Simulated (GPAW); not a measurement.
Consider MoS2 (R3m).

```
Mo S
1.0
     1.58000    0.91221    6.15000
    -1.58000    0.91221    6.15000
     0.00000   -1.82443    6.15000
Mo S
1 2
Direct
  0.00000 0.00000 0.00000
  0.41700 0.41700 0.41700
  0.25000 0.25000 0.25000
```

Absorber: atom 1, with 6 S at 2.39 Å (trigonal prismatic, site symmetry 3m). Method: GPAW, PBE, full core hole (charged cell), 9-atom cell with 5.5 Å between holes, 5×5×4 k points, dipole transitions, Gaussian full width 1.78 eV up to 4 eV, rising linearly to 3.5 eV at 25 eV.

Q: Where do the maxima of the Mo L₃ edge fall?

Main maxima up to 30 eV above the zero (height): 1.2 eV (5.06), 9.6 eV (0.80) and 22.8 eV (0.49). At an L edge the dipole rule selects empty d (and weakly s) states on the absorber, and the strong line at the onset measures the empty part of its d band. 

The Mo L₃ spectrum (energy from the lowest empty level; intensity scaled to a mean of 1 over the first 20 eV; polarised curves are means over the symmetry-equivalent atoms):

```tsv
E (eV)	isotropic	ε ⊥ c	ε ∥ c
-2.0	0.01	0.01	0.01
-1.4	0.08	0.08	0.06
-0.8	0.46	0.51	0.36
-0.2	1.62	1.80	1.27
0.4	3.51	3.80	2.94
1.0	4.93	5.06	4.66
1.6	4.77	4.58	5.16
2.2	3.42	3.05	4.17
2.8	2.00	1.67	2.67
3.4	1.05	0.83	1.48
4.0	0.48	0.37	0.68
4.6	0.20	0.18	0.23
5.2	0.15	0.19	0.09
5.8	0.23	0.29	0.11
6.4	0.34	0.41	0.18
7.0	0.45	0.53	0.30
7.6	0.58	0.65	0.44
8.2	0.69	0.75	0.58
8.8	0.76	0.81	0.68
9.4	0.80	0.82	0.74
10.0	0.79	0.80	0.76
10.6	0.75	0.74	0.75
11.2	0.69	0.68	0.72
11.8	0.65	0.63	0.68
12.4	0.61	0.60	0.63
13.0	0.59	0.59	0.59
13.6	0.57	0.57	0.55
14.2	0.54	0.55	0.53
14.8	0.51	0.52	0.51
15.4	0.49	0.48	0.50
16.0	0.45	0.43	0.49
16.6	0.40	0.38	0.45
17.2	0.35	0.33	0.40
17.8	0.32	0.30	0.35
18.4	0.31	0.31	0.32
19.0	0.33	0.34	0.31
19.6	0.36	0.38	0.33
20.2	0.40	0.43	0.35
20.8	0.44	0.46	0.38
21.4	0.46	0.49	0.40
22.0	0.48	0.51	0.42
22.6	0.49	0.51	0.44
23.2	0.49	0.50	0.46
23.8	0.48	0.49	0.46
24.4	0.46	0.46	0.46
25.0	0.44	0.43	0.45
25.6	0.42	0.41	0.44
26.2	0.41	0.40	0.44
26.8	0.41	0.40	0.44
27.4	0.42	0.41	0.45
28.0	0.43	0.42	0.46
28.6	0.45	0.44	0.46
29.2	0.46	0.45	0.47
29.8	0.46	0.45	0.47
30.4	0.45	0.45	0.46
31.0	0.44	0.44	0.45
31.6	0.42	0.42	0.43
```

Only the L₃ part is meant: spin–orbit coupling of the core level isn't computed and the L₂ copy isn't added. The script folds with a Gaussian, whereas the core hole's own line is a Lorentzian, so the onset is too steep and the first peak too high. The holes are only 5.5 Å apart, so the shape is probably not converged with cell size; no larger cell was run here. The structure is a published determination, not relaxed.

[Banner, clock and machine lines of the logs are left out without a mark of their own.]

[Logs are printed without paths, hosts, clocks, repeated set-up lines and the standing remarks that a program may print on its own settings, such as how far it seeks lower states.]

[Hosts, paths, dates, database ids (printed as entryN), source tags and the programs' standing remarks are cut or masked in the printed files.]

[Lists of maxima count a maximum above −3 eV only where it reaches 4 % of the highest in the window and stands out from its surroundings by 2 % of it (1.5 % where it reaches 55 %); shoulders and weaker maxima are passed over, and of the rest the first, up to two pre-edge ones and the few strongest are named.]
